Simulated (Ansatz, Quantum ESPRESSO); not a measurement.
# Band edges of Y2CF2 MXene, 1 layer under strain, part 2 of 2

Wanted: deformation of the bands of Y2CF2 MXene, 1 layer, driven from Python.

Quantum ESPRESSO 7.5; plane-wave DFT, PBE, GBRV ultrasoft pseudopotentials; geometry by Ansatz 0.2.0 with PAW datasets.

So far: The structure; Geometry from Ansatz.

**3. The script**

Under ESM bc1 levels count from the vacuum, or from the mean of the two vacuum levels where the sheet has a dipole, so band edges at unlike strains can be compared.

Level of this step: plane-wave DFT, PBE, GBRV ultrasoft pseudopotentials (Quantum ESPRESSO 7.5).

File run.py:

```python
import json
import numpy as np
from ase import Atoms
from ase.calculators.espresso import Espresso, EspressoProfile

profile = EspressoProfile(command='mpirun -n 4 pw.x -nk 4', pseudo_dir='../pseudo')
pseudopotentials = {'C': 'c_pbe_v1.2.uspp.F.UPF', 'F': 'f_pbe_v1.4.uspp.F.UPF', 'Y': 'y_pbe_v1.4.uspp.F.UPF'}
system = {'ecutwfc': 40, 'ecutrho': 200, 'occupations': 'smearing', 'smearing': 'fd', 'degauss': 0.002}


def calculator(name, kpts, **extra):
    data = dict(control=dict(tprnfor=True, verbosity='high', disk_io='none'),
                system=system | extra,
                electrons=dict(conv_thr=1e-09, mixing_beta=0.4, mixing_mode='plain',
                               electron_maxstep=100))
    return Espresso(profile=profile, directory=name, pseudopotentials=pseudopotentials, kpts=kpts, input_data=data)


def centre(atoms):
    z = atoms.positions[:, 2]
    atoms.positions[:, 2] -= (z.max() + z.min()) / 2  # ESM wants the slab about z = 0
    return atoms

sheet = Atoms(
    ['F', 'Y', 'C', 'Y', 'F'],
    scaled_positions=[
        [0.3333333333, 0.6666666667, 0.3721818341],
        [0.6666666667, 0.3333333333, 0.4310572503],
        [0.0000000000, 0.0000000000, 0.4999997488],
        [0.3333333333, 0.6666666667, 0.5689429066],
        [0.6666666667, 0.3333333333, 0.6278182602]],
    cell=[
        [3.573398366486, 0.000000000000, 0.000000000000],
        [-1.786699183243, 3.094653763218, 0.000000000000],
        [0.000000000000, 0.000000000000, 19.904828709600]],
    pbc=True)

rows = []
for strain in [-0.03, -0.015, 0.0, 0.015, 0.03]:
    atoms = sheet.copy()
    atoms.set_cell(sheet.cell.array * [[1 + strain], [1 + strain], [1]], scale_atoms=True)
    atoms = centre(atoms)
    atoms.calc = calculator(f's{strain:+.3f}', (12, 12, 1), assume_isolated='esm', esm_bc='bc1', nbnd=24)
    energy = atoms.get_potential_energy()
    levels = np.array([atoms.calc.get_eigenvalues(kpt=i) for i in range(len(atoms.calc.get_ibz_k_points()))])
    top, bottom = levels[:, 19].max(), levels[:, 20].min()
    direct = (levels[:, 20] - levels[:, 19]).min()
    rows.append([strain, energy, top, bottom, direct])
    print(f'strain {strain:+.3f}: E = {energy:.5f} eV, valence top {top:.3f}, conduction bottom {bottom:.3f}, '
          f'gap {bottom - top:.3f}, least direct gap {direct:.3f} eV')

x, energy, top, bottom, direct = np.array(rows).T
area = np.linalg.norm(np.cross(*sheet.cell[:2]))
stiffness = np.polyfit(x, energy, 2)[0] / area * 16.0218  # C11 + C12, heights clamped
print(f'valence and conduction edges move by {np.polyfit(x, top, 1)[0]:.2f} and {np.polyfit(x, bottom, 1)[0]:.2f} eV per unit biaxial strain')
print(f'C11 + C12 with clamped heights: {stiffness:.1f} N/m')
json.dump(dict(rows=rows, stiffness=stiffness), open('result.json', 'w'))
```

On the command line:

```console
OMP_NUM_THREADS=1 python run.py
```

Log:

```text
strain -0.030: E = -4012.48252 eV, valence top -4.186, conduction bottom -3.204, gap 0.982, least direct gap 1.146 eV
strain -0.015: E = -4012.59068 eV, valence top -4.239, conduction bottom -3.173, gap 1.066, least direct gap 1.235 eV
strain +0.000: E = -4012.62531 eV, valence top -4.290, conduction bottom -3.149, gap 1.141, least direct gap 1.313 eV
strain +0.015: E = -4012.59392 eV, valence top -4.339, conduction bottom -3.133, gap 1.205, least direct gap 1.382 eV
strain +0.030: E = -4012.50309 eV, valence top -4.386, conduction bottom -3.124, gap 1.262, least direct gap 1.441 eV
valence and conduction edges move by -3.33 and 1.33 eV per unit biaxial strain
C11 + C12 with clamped heights: 213.4 N/m
```

Elapsed: 4.1 min, on 4 MPI ranks of Arm Neoverse V2, shared host; peak memory 0.71 GiB.

The input that ASE wrote for the first run, and its log:

```
&CONTROL
   verbosity        = 'high'
   tprnfor          = .true.
   disk_io          = 'none'
   pseudo_dir       = '../pseudo'
/
&SYSTEM
   nbnd             = 24
   ecutwfc          = 40
   ecutrho          = 200
   occupations      = 'smearing'
   degauss          = 0.002
   smearing         = 'fd'
   assume_isolated  = 'esm'
   esm_bc           = 'bc1'
   ntyp             = 3
   nat              = 5
   ibrav            = 0
/
&ELECTRONS
   electron_maxstep = 100
   conv_thr         = 1e-09
   mixing_mode      = 'plain'
   mixing_beta      = 0.4
/
&IONS
/
&CELL
/
&FCP
/
&RISM
/
ATOMIC_SPECIES
F 18.998403163 f_pbe_v1.4.uspp.F.UPF
Y 88.90584 y_pbe_v1.4.uspp.F.UPF
C 12.011 c_pbe_v1.2.uspp.F.UPF

K_POINTS automatic
12 12 1  0 0 0

CELL_PARAMETERS angstrom
3.46619641549142 0.00000000000000 0.00000000000000
-1.73309820774571 3.00181415032146 0.00000000000000
0.00000000000000 0.00000000000000 19.90482870960000

ATOMIC_POSITIONS angstrom
F -0.0000000002 2.0012094336 -2.5441996367  
Y 1.7330982079 1.0006047167 -1.3722945621  
C 0.0000000000 0.0000000000 -0.0000059386  
Y -0.0000000002 2.0012094336 1.3722958081  
F 1.7330982079 1.0006047167 2.5441996367
```

```text
Program PWSCF v.7.5 starts
[citation notice left out]

     Parallel version (MPI & OpenMP), running on       4 processor cores
     Number of MPI processes:                 4
     Threads/MPI process:                     1

     MPI processes distributed on     1 nodes
[... 1 line left out ...]

Warning: card &CELL ignored
Warning: card &FCP ignored
Warning: card &RISM ignored

     Current dimensions of program PWSCF are:
     Max number of different atomic species (ntypx) = 10
     Max number of k-points (npk) =  40000
     Max angular momentum in pseudopotentials (lmaxx) =  4
     Message from routine setup:
     using ibrav=0 with symmetry is DISCOURAGED, use correct ibrav instead

     K-points division:     npool     =       4
     Subspace diagonalization in iterative solution of the eigenvalue problem:
     a serial algorithm will be used

     G-vector sticks info
     --------------------
     sticks:   dense  smooth     PW     G-vecs:    dense   smooth      PW
     Sum         595     475    151                66643    47737    8033

     Using Slab Decomposition

     bravais-lattice index     =            0
     lattice parameter (alat)  =       6.5502  a.u.
     unit-cell volume          =    1397.6294 (a.u.)^3
     number of atoms/cell      =            5
     number of atomic types    =            3
     number of electrons       =        40.00
     number of Kohn-Sham states=           24
     kinetic-energy cutoff     =      40.0000  Ry
     charge density cutoff     =     200.0000  Ry
     scf convergence threshold =      1.0E-09
     mixing beta               =       0.4000
     number of iterations used =            8  plain     mixing
     Exchange-correlation= SLA  PW   PBE  PBE
                           (   1   4   3   4   0   0   0)

     Effective Screening Medium Method
     =================================
     Boundary Conditions: Vacuum-Slab-Vacuum
     total charge in unit cell        =   0.0000
     grid points for fit at edges     =        4

[... 10 lines left out ...]
     PseudoPot. # 1 for F  read from file:
     ../pseudo/f_pbe_v1.4.uspp.F.UPF
     Pseudo is Ultrasoft, Zval =  7.0
     Generated by new atomic code, or converted to UPF format
     Using radial grid of  799 points,  4 beta functions with:
                l(1) =   0
                l(2) =   0
                l(3) =   1
                l(4) =   1
     Q(r) pseudized with  8 coefficients,  rinner =    0.950   0.950   0.950

     PseudoPot. # 2 for Y  read from file:
     ../pseudo/y_pbe_v1.4.uspp.F.UPF
     Pseudo is Ultrasoft + core correction, Zval = 11.0
     Generated by new atomic code, or converted to UPF format
     Using radial grid of  885 points,  6 beta functions with:
                l(1) =   0
                l(2) =   0
                l(3) =   1
                l(4) =   1
                l(5) =   2
                l(6) =   2
[... 713 lines left out ...]

     negative rho (up, down):  3.786E-04 0.000E+00

     Forces acting on atoms (cartesian axes, Ry/au):

     atom    1 type  1   force =     0.00000000    0.00000000   -0.01310344
     atom    2 type  2   force =    -0.00000000   -0.00000000   -0.00143970
     atom    3 type  3   force =     0.00000000   -0.00000000    0.00000000
     atom    4 type  2   force =     0.00000000    0.00000000    0.00143970
     atom    5 type  1   force =    -0.00000000   -0.00000000    0.01310344
     The non-local contrib.  to forces
     atom    1 type  1   force =    -0.00000000    0.00000000    0.61054897
     atom    2 type  2   force =     0.00000000   -0.00000000    0.01632554
     atom    3 type  3   force =     0.00000000    0.00000000    0.00000000
     atom    4 type  2   force =     0.00000000   -0.00000000   -0.01632554
     atom    5 type  1   force =     0.00000000   -0.00000000   -0.61054897
     The ionic contribution  to forces
     atom    1 type  1   force =     0.00000000   -0.00000000  -72.83220975
     atom    2 type  2   force =    -0.00000000    0.00000000  -58.58598259
     atom    3 type  3   force =    -0.00000000   -0.00000000   -0.00005294
     atom    4 type  2   force =     0.00000000   -0.00000000   58.58604348
     atom    5 type  1   force =    -0.00000000    0.00000000   72.83220180
     The local contribution  to forces
     atom    1 type  1   force =     0.00000003   -0.00000001   72.20855842
     atom    2 type  2   force =    -0.00000001    0.00000000   58.57475638
     atom    3 type  3   force =     0.00000000    0.00000000    0.00014888
     atom    4 type  2   force =     0.00000001   -0.00000000  -58.57489203
     atom    5 type  1   force =    -0.00000002    0.00000001  -72.20855817
     The core correction contribution to forces
     atom    1 type  1   force =     0.00000000    0.00000000    0.00000000
     atom    2 type  2   force =     0.00000000   -0.00000000   -0.00657662
     atom    3 type  3   force =     0.00000000    0.00000000   -0.00000022
     atom    4 type  2   force =    -0.00000000    0.00000000    0.00658361
     atom    5 type  1   force =     0.00000000    0.00000000    0.00000000
     The Hubbard contrib.    to forces
     atom    1 type  1   force =     0.00000000    0.00000000    0.00000000
     atom    2 type  2   force =     0.00000000    0.00000000    0.00000000
     atom    3 type  3   force =     0.00000000    0.00000000    0.00000000
     atom    4 type  2   force =     0.00000000    0.00000000    0.00000000
     atom    5 type  1   force =     0.00000000    0.00000000    0.00000000
     The SCF correction term to forces
     atom    1 type  1   force =    -0.00000000   -0.00000000   -0.00000493
     atom    2 type  2   force =     0.00000000    0.00000000    0.00000371
     atom    3 type  3   force =    -0.00000000   -0.00000000    0.00000000
     atom    4 type  2   force =     0.00000000    0.00000000   -0.00000371
     atom    5 type  1   force =     0.00000000    0.00000000    0.00000493

     Total force =     0.018643     Total SCF correction =     0.000009
     Message from routine punch:
     Nothing written, as per user request (disk_io='none')

[... 1 line left out ...]

[... 1 line left out ...]

[... 1 line left out ...]

[... 3 lines left out ...]

[... 1 line left out ...]

[... 2 lines left out ...]

[... 1 line left out ...]

[... 1 line left out ...]

=------------------------------------------------------------------------------=
   JOB DONE.
=------------------------------------------------------------------------------=
```

This step gave:

* biaxial stiffness: 213.4 N/m

The band edge from the vacuum level by biaxial strain:

| biaxial strain (%) | valence top (eV) | conduction bottom (eV) |
| --- | --- | --- |
| -3.00 | -4.19 | -3.20 |
| -1.50 | -4.24 | -3.17 |
| 0.00 | -4.29 | -3.15 |
| 1.50 | -4.34 | -3.13 |
| 3.00 | -4.39 | -3.12 |

Table of gap by biaxial strain:

```csv
biaxial strain (%),on the mesh (eV),least direct (eV)
-3.00,0.982,1.15
-1.50,1.07,1.23
0.00,1.14,1.31
1.50,1.21,1.38
3.00,1.26,1.44
```

Table of energy over the lowest by biaxial strain:

| biaxial strain (%) | energy over the lowest (meV) |
| --- | --- |
| -3.00 | 143 |
| -1.50 | 34.6 |
| 0.00 | 0 |
| 1.50 | 31.4 |
| 3.00 | 122 |

**4. Running the series: PBE, PseudoDojo norm-conserving**

Level of this step: plane-wave DFT, PBE, PseudoDojo norm-conserving pseudopotentials (Quantum ESPRESSO 7.5).

run.py is the input of step 3 with these lines changed:

```diff
@@ -6,4 +6,4 @@
 profile = EspressoProfile(command='mpirun -n 4 pw.x -nk 4', pseudo_dir='../pseudo')
-pseudopotentials = {'C': 'c_pbe_v1.2.uspp.F.UPF', 'F': 'f_pbe_v1.4.uspp.F.UPF', 'Y': 'y_pbe_v1.4.uspp.F.UPF'}
-system = {'ecutwfc': 40, 'ecutrho': 200, 'occupations': 'smearing', 'smearing': 'fd', 'degauss': 0.002}
+pseudopotentials = {'C': 'C.dojo-sr-pbe-0.4.1-standard.upf', 'F': 'F.dojo-sr-pbe-0.4.1-standard.upf', 'Y': 'Y.dojo-sr-pbe-0.4.1-standard.upf'}
+system = {'ecutwfc': 74, 'ecutrho': 296, 'occupations': 'smearing', 'smearing': 'fd', 'degauss': 0.002}
```

On the command line:

```console
OMP_NUM_THREADS=1 python run.py
```

Log:

```text
strain -0.030: E = -3733.28070 eV, valence top -4.177, conduction bottom -3.196, gap 0.980, least direct gap 1.146 eV
strain -0.015: E = -3733.38800 eV, valence top -4.230, conduction bottom -3.166, gap 1.064, least direct gap 1.234 eV
strain +0.000: E = -3733.42194 eV, valence top -4.282, conduction bottom -3.143, gap 1.139, least direct gap 1.312 eV
strain +0.015: E = -3733.38991 eV, valence top -4.332, conduction bottom -3.128, gap 1.204, least direct gap 1.381 eV
strain +0.030: E = -3733.29857 eV, valence top -4.380, conduction bottom -3.120, gap 1.260, least direct gap 1.440 eV
valence and conduction edges move by -3.39 and 1.28 eV per unit biaxial strain
C11 + C12 with clamped heights: 213.1 N/m
```

It took 11 min on 4 MPI ranks; peak memory 0.9 GiB; 45 min of CPU time.

Read from the output:

| Quantity | Value |
| --- | --- |
| biaxial stiffness | 213.1 N/m |

Table of band edge from the vacuum level by biaxial strain:

```csv
biaxial strain (%),valence top (eV),conduction bottom (eV)
-3.00,-4.18,-3.20
-1.50,-4.23,-3.17
0.00,-4.28,-3.14
1.50,-4.33,-3.13
3.00,-4.38,-3.12
```

Table of gap by biaxial strain:

| biaxial strain (%) | on the mesh (eV) | least direct (eV) |
| --- | --- | --- |
| -3.00 | 0.980 | 1.15 |
| -1.50 | 1.06 | 1.23 |
| 0.00 | 1.14 | 1.31 |
| 1.50 | 1.20 | 1.38 |
| 3.00 | 1.26 | 1.44 |

The energy over the lowest by biaxial strain:

```
biaxial strain (%)  energy over the lowest (meV)
             -3.00                           141
             -1.50                          33.9
              0.00                             0
              1.50                          32.0
              3.00                           123
```

**5. The arithmetic**

Under equal strain ε in the plane, E = A (C11 + C12) ε². From the points at ±1.5 %: d²E/dε² = (34.63 + 31.39 − 2 × 0.00) meV / 0.015² = 293 eV, and 293/(2 × 11.058 Å²) × 16.02 = 213 N/m.

**6. Outcome**

```json
{
 "C11 + C12, heights clamped, PBE, GBRV ultrasoft": "213 N/m",
 "gap on the mesh at zero strain, PBE, GBRV ultrasoft": "1.14 eV",
 "valence top below the vacuum at zero strain, PBE, GBRV ultrasoft": "4.29 eV",
 "shift of the valence top per unit biaxial strain, PBE, GBRV ultrasoft": "-3.3 eV",
 "shift of the conduction bottom per unit biaxial strain, PBE, GBRV ultrasoft": "1.3 eV",
 "C11 + C12, heights clamped, PBE, PseudoDojo norm-conserving": "213 N/m",
 "gap on the mesh at zero strain, PBE, PseudoDojo norm-conserving": "1.14 eV",
 "valence top below the vacuum at zero strain, PBE, PseudoDojo norm-conserving": "4.28 eV",
 "shift of the valence top per unit biaxial strain, PBE, PseudoDojo norm-conserving": "-3.4 eV",
 "shift of the conduction bottom per unit biaxial strain, PBE, PseudoDojo norm-conserving": "1.3 eV"
}
```

What this shows: The sheet's biaxial stiffness comes to 213 N/m and its gap at zero strain to 1.14 eV (PBE, GBRV ultrasoft). From −3 % to +3 % the gap on the mesh goes from 0.98 to 1.26 eV; it is indirect at every strain. Heights are clamped under strain, which makes a sheet with several atomic planes too stiff. Semilocal gaps are too small. Spin-orbit coupling is left out; depending on the atoms that carry the levels of interest, it can split and shift them by tens to hundreds of meV.

[Logs are printed without paths, hosts, clocks, repeated set-up lines and the standing remarks that a program may print on its own settings, such as how far it seeks lower states.]

[Hosts, paths, dates, database ids (printed as entryN), source tags and the programs' standing remarks are cut or masked in the printed files.]

[Maps of the electrostatic potential energy from Ansatz leave out the sawtooth potential of an applied field or a dipole correction, so their vacuum need not be flat; planar profiles and work functions include it.]
